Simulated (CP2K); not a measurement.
Consider methylamine at its PBE geometry (Å).

```xyz
7

C    -0.5681    0.0929   -0.0041
N     0.8582   -0.0778   -0.3220
H    -1.1556   -0.6230   -0.5946
H    -0.8883    1.0991   -0.3062
H    -0.8374   -0.0443    1.0596
H     1.1682   -1.0157   -0.0636
H     1.4231    0.5688    0.2310
```

Method: CP2K XAS_TDP, all-electron GAPW, PBEh(45%), aug-cc-pVTZ, TDA, no relativity.

Where do the C K-edge lines lie, and how strong are they?

Leading lines: C1 283.77 eV. The leading line of an atom is its first one with 35 % of the strongest within 2.5 eV of its lowest line over the strength cut. 

The first six lines of each atom with a strength over 0.0015:

| atom | energy (eV) | states | strength, one atom |
| --- | --- | --- | --- |
| C1 (bonded to N and 3 H) | 283.77 | 1 | 0.0090 |
|  | 284.73 | 1 | 0.0189 |
|  | 284.76 | 1 | 0.0219 |
|  | 285.76 | 1 | 0.0066 |
|  | 285.99 | 1 | 0.0034 |
|  | 286.57 | 1 | 0.0088 |

Lines are vertical, at one geometry, with no vibrational structure. Without a correction of the core level, line positions, and the gaps between valence and Rydberg lines, follow the share of exact exchange. At this level such K lines come out 3 to 6 eV under measured ones. These values hold no scalar relativity, about 0.1 eV for C 1s. Rydberg lines, and the discretised continuum above threshold, depend on the basis and the box.

[Banner, clock and machine lines of the logs are left out without a mark of their own.]

[Logs are printed without paths, hosts, clocks, repeated set-up lines and the standing remarks that a program may print on its own settings, such as how far it seeks lower states.]

[Hosts, paths, dates, database ids (printed as entryN), source tags and the programs' standing remarks are cut or masked in the printed files.]
